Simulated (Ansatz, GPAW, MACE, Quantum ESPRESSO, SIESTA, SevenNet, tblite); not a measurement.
## Glassy 80SiO2-20Li2O (mol %) (75 atoms) in tblite

Wanted: tblite inputs and outputs for glassy 80SiO2-20Li2O (mol %) (75 atoms), checked against a plane-wave reference.

Method: the method is named at each step, in tblite 0.8.0.

### 1. The structure

The cell holds 75 atoms: 20 Si, 10 Li and 45 O. Its edges and angles: a = 9.737 Å, b = 9.737 Å, c = 9.737 Å, α = 90.0°, β = 90.0°, γ = 90.0°. 75 atoms (20 Si, 10 Li, 45 O) placed at random at 2.26 g/cm³, melted at 4000 K for 10 ps at fixed volume with the Morse and Coulomb pair potential with partial charges (Pedone, Malavasi, Menziani, Cormack and Segre, J. Phys. Chem. B 110, 11780 (2006)). Quenched from 1800 K to 300 K at 20 K/ps and fixed volume, held 10 ps at zero pressure. Then every atom was moved at random, 0.02 Å r.m.s. a Cartesian component.

The yardstick, on the same geometry:

```
method                                           : Kohn-Sham DFT, PBE, SSSP efficiency 1.3.0 pseudopotentials, plane waves (Quantum ESPRESSO 7.5); sssp-pbe-1.3.0-efficiency, cutoffs 60/480 Ry, Γ point
r.m.s. force component                           : 1.565 eV/Å
longest force                                    : 8.28 eV/Å
pressure                                         : 6.999 GPa
gap (highest filled to lowest empty level) : 3.359 eV
time                                             : 5.5 min on 2 MPI ranks of Arm Neoverse N1, shared host
CPU time                                         : 11 min
```

### 2. GFN1-xTB

Method: GFN1-xTB tight binding, diagonalisation.

run.py reads:

```python
import numpy as np
from ase.io import read
from tblite.ase import TBLite

atoms = read("structure.xyz")
atoms.calc = TBLite(method="GFN1-xTB", electronic_temperature=580, accuracy=1.0, max_iterations=250, mixer_damping=0.4, verbosity=1)
energy = atoms.get_potential_energy()
forces = atoms.get_forces()
print(f"energy {energy:.6f} eV")
print("forces (eV/A)")
for i, (a, f) in enumerate(zip(atoms, forces)):
    print(f"{i:4d} {a.symbol:2s} {f[0]:10.5f} {f[1]:10.5f} {f[2]:10.5f}")
stress = -atoms.get_stress(voigt=False) * 160.21766
print("stress (GPa, compression positive)")
for row in stress:
    print(" ".join(f"{x:10.4f}" for x in row))
print("charges (e)")
print(np.array2string(atoms.get_charges(), precision=4, suppress_small=True, max_line_width=110, threshold=100000))
```

structure.xyz reads:

```xyz
75
Lattice="9.73665 0.00000 0.00000 0.00000 9.73665 0.00000 0.00000 0.00000 9.73665" Properties=species:S:1:pos:R:3 pbc="T T T"
Si 9.69566 3.57948 5.95620
Si 9.31875 4.46474 0.69004
Si 4.98351 5.83245 1.16986
Si 7.05118 0.82022 9.43881
Si 0.06261 1.95307 8.53378
Si 6.79365 8.22134 1.55046
Si 4.28111 9.53539 8.25863
Si 1.70907 9.17660 0.00399
Si 0.54331 0.38927 2.61731
Si 5.93975 2.88370 1.77791
Si 7.70607 6.83844 4.04908
Si 8.04773 5.56635 7.79399
Si 4.74116 5.76468 4.04782
Si 2.78381 2.68770 1.83302
Si 3.66614 0.72548 5.49907
Si 1.09216 6.80105 7.83411
Si 2.89772 4.49911 8.95168
Si 2.71838 3.64667 4.62325
Si 2.63717 7.64395 4.92343
Si 8.37848 2.77251 3.16178
Li 5.97976 7.54405 6.25911
Li 9.40395 8.53807 5.40150
Li 5.21992 0.95887 3.21631
Li 2.60601 2.34653 7.21388
Li 0.76851 5.22994 3.37618
Li 4.83678 6.35122 8.14578
Li 5.28603 4.34011 6.74691
Li 0.27944 7.02908 2.33777
Li 6.85421 9.67804 4.57145
Li 2.36484 6.18453 1.96778
O 6.57545 2.02026 0.65752
O 8.66143 3.91189 2.11324
O 6.48276 5.80080 7.52030
O 3.99991 5.63752 9.65136
O 8.97505 6.00634 4.21431
O 7.41913 9.16930 0.44448
O 3.26791 9.53257 9.59216
O 5.91969 9.09471 2.55363
O 0.51770 2.40680 7.02382
O 1.93204 6.93619 3.66478
O 8.98897 1.40383 2.40203
O 4.09543 4.46932 4.73065
O 1.74656 7.32352 6.30166
O 3.53509 0.63152 7.07572
O 6.74477 2.69861 3.11962
O 3.02508 9.20805 4.83444
O 6.35716 5.88425 4.00381
O 7.46606 7.88562 5.10152
O 9.00124 2.94845 4.61118
O 1.77606 1.44541 2.14781
O 0.94669 9.01886 1.39390
O 3.70587 3.93614 7.69682
O 5.16296 0.91486 5.16938
O 4.34517 2.37302 2.03311
O 7.82233 7.47434 2.56181
O 2.32005 3.77217 3.01719
[... 15 atom lines left out ...]
O 0.30651 9.67443 4.04139
O 8.69132 4.38422 6.80173
O 4.50135 8.08911 7.67297
O 9.22995 6.70768 7.65018
```

On the command line:

```console
> OMP_NUM_THREADS=1 python run.py > output.txt
```

The program printed:

```text
------------------------------------------------------------
  cycle        total energy    energy error   density error
------------------------------------------------------------
      1     -238.4358357906  -2.3979996E+02   1.0124721E+00
      2     -246.8087052427  -8.3728695E+00   7.1356070E-01
      3     -253.8434885848  -7.0347833E+00   4.3512541E-01
      4     -256.3732289591  -2.5297404E+00   1.0386071E-01
      5     -256.8305887696  -4.5735981E-01   1.7615787E-02
      6     -256.8390911339  -8.5023643E-03   7.9251238E-03
      7     -256.8405922390  -1.5011052E-03   3.7042700E-03
      8     -256.8411497318  -5.5749281E-04   6.8477336E-04
      9     -256.8411295528   2.0179079E-05   8.8468014E-04
     10     -256.8411573388  -2.7786011E-05   2.5185492E-04
     11     -256.8411596204  -2.2816132E-06   5.2768257E-05
     12     -256.8411597044  -8.4036458E-08   1.1452171E-05
------------------------------------------------------------
 total:                                   6.249 sec
energy -6989.003944 eV
forces (eV/A)
   0 Si    0.50510   -1.94971   -0.71850
   1 Si   -2.20219   -3.19218   -0.21885
   2 Si    1.02472   -0.91983   -2.94792
   3 Si   -0.05285   -0.38216   -1.13923
   4 Si    0.06521   -1.21222   -0.30272
   5 Si    0.35344    3.23008    4.34216
   6 Si   -0.73482   -2.35053    0.13621
   7 Si    0.22684    2.14183    0.01211
   8 Si    0.33428    1.10038   -1.23795
   9 Si   -2.92252    1.42845   -0.38567
  10 Si    1.01994   -2.57668   -1.71726
  11 Si   -1.87238   -0.46101    1.34131
  12 Si    3.09499   -0.25134   -0.68594
  13 Si   -1.41040   -0.81006    0.60489
  14 Si    1.23414    2.48183   -1.30274
  15 Si    0.19025   -1.00850   -3.99576
  16 Si    2.23388    0.43300   -2.00222
  17 Si   -1.26535   -0.52027   -0.48111
  18 Si   -2.29687   -1.25639   -0.76603
  19 Si    0.29509   -2.09825   -1.16494
  20 Li   -0.03628    0.07457    0.07900
  21 Li   -0.07450   -0.06070   -0.26628
  22 Li   -0.14790   -0.43725    0.02391
  23 Li    0.05539    0.13339    0.14499
[...]
67 O     4.55753    3.99353    2.14602
  68 O    -1.84936   -2.90310   -2.62307
  69 O     0.10803    0.13655    0.80180
  70 O     0.37010   -0.99540   -0.21930
  71 O     0.50352   -1.76222    2.03890
  72 O    -1.64316    1.49218    0.88300
  73 O     0.42312   -0.53860    0.18979
  74 O    -0.33614    0.43937   -0.23154
stress (GPa, compression positive)
   12.1886     0.4468     1.4414
    0.4468    14.3955     1.7092
    1.4414     1.7092    12.7040
charges (e)
[ 0.4823  0.4297  0.4739  0.4589  0.4518  0.4176  0.4276  0.4666  0.4437  0.4816  0.3899  0.4495  0.4854
  0.4774  0.4234  0.4695  0.4555  0.4942  0.4505  0.4796  0.3413  0.3424  0.3323  0.3669  0.3636  0.3429
  0.3459  0.3437  0.2988  0.3537 -0.2116 -0.2411 -0.3769 -0.2758 -0.4312 -0.2308 -0.2556 -0.449  -0.2694
 -0.4246 -0.2671 -0.2337 -0.2599 -0.256  -0.2415 -0.2101 -0.2497 -0.3852 -0.2152 -0.2475 -0.2404 -0.4247
 -0.4084 -0.2563 -0.2704 -0.2829 -0.2468 -0.2267 -0.2448 -0.2526 -0.203  -0.2407 -0.2468 -0.2289 -0.2451
 -0.2194 -0.2342 -0.3987 -0.2013 -0.2531 -0.2402 -0.3752 -0.2138 -0.4201 -0.2337]
```

It took 7.1 s on 1 thread of Arm Neoverse N1, shared host; peak memory 0.11 GiB.

Banners, paths, timers and routine set-up lines are dropped from the logs unmarked, and long logs keep their key lines alone; longer cuts are marked.

Compared with the plane-wave run:

- r.m.s. force component: 1.348 eV/Å
- r.m.s. difference of force components: 569.5 meV/Å
- longest difference of force vectors: 2583 meV/Å
- force difference over r.m.s. force: 36.4 %
- slope of forces against the reference's: 0.8049
- correlation of force components: 0.9342
- pressure: 13.1 GPa
- pressure difference: 6.097 GPa

Length of the force difference by element (eV/Å):

| element | atoms | mean | most |
| --- | --- | --- | --- |
| Li | 10 | 0.47 | 0.71 |
| O | 45 | 0.72 | 1.9 |
| Si | 20 | 1.3 | 2.6 |

A closer look about O31, picked at random: 9 atoms, nearest first, numbered in the order of the input, with positions taken from that point.

| atom | x | y | z | distance (Å) | Mulliken charge (e) | Fx | Fy | Fz (eV/Å) |
| --- | --- | --- | --- | --- | --- | --- | --- | --- |
| O31 | 0.00 | 0.00 | 0.00 | 0.00 | -0.21 | 0.51 | -0.63 | -0.85 |
| Si10 | -0.64 | 0.86 | 1.12 | 1.55 | 0.48 | -2.92 | 1.43 | -0.39 |
| Si4 | 0.48 | -1.20 | -0.96 | 1.61 | 0.46 | -0.05 | -0.38 | -1.14 |
| O64 | -0.90 | -1.62 | -1.69 | 2.51 | -0.23 | 1.12 | 1.36 | -0.42 |
| O71 | 1.63 | -0.55 | -1.87 | 2.54 | -0.24 | 0.37 | -1.00 | -0.22 |
| O45 | 0.17 | 0.68 | 2.46 | 2.56 | -0.24 | 0.21 | -0.56 | 2.16 |
| O62 | -0.78 | 2.40 | 0.64 | 2.61 | -0.24 | 0.64 | -0.66 | -0.09 |
| O54 | -2.23 | 0.35 | 1.38 | 2.64 | -0.26 | 1.40 | -0.40 | 0.32 |
| O36 | 0.84 | -2.59 | -0.21 | 2.73 | -0.23 | 1.46 | 1.00 | -1.26 |

Atoms are counted from 1 here, from 0 in the log.

Forces lie 36 % from the reference's, at 0.011 times its CPU time (on 1 against 2 cores).

### 3. Outcome

| Quantity | Value |
| --- | --- |
| force difference from the reference | tblite GFN1-xTB, 36 % |
| its CPU time | 7.1 s |

**Reading.** Tight binding differs by 36 % (tblite GFN1-xTB); it is another model, with fitted parameters of its own, and the xTB methods hold dispersion. One electronic-structure run takes under half the reference's CPU time: tblite GFN1-xTB, at 36 % in 7.1 s against 11 min; its pressure misses by +6.1 GPa. Periodic xTB results under one method name differ between programs and library versions. The reference's pressure holds the uncorrected Pulay stress of its 60 Ry basis, so small pressure differences, and their order, may be the reference's own error. The quench rate of 20 K/ps is many orders above laboratory rates, so the cell is likely richer in defects and strain than a real sample. The network of bonds at the start is that of the classical potential that made the cell, and needn't be the one that DFT or experiment would give. The electronic-structure runs sample only Γ, in a cell whose shortest periodic width is 10 Å.

[Also dropped from logs without a mark: logging warnings of Python, and SIESTA's first energy breakdown and zero terms.]

[Logs are printed without paths, hosts, clocks, repeated set-up lines and the standing remarks that a program may print on its own settings, such as how far it seeks lower states.]

[Hosts, paths, dates, database ids (printed as entryN), source tags and the programs' standing remarks are cut or masked in the printed files.]
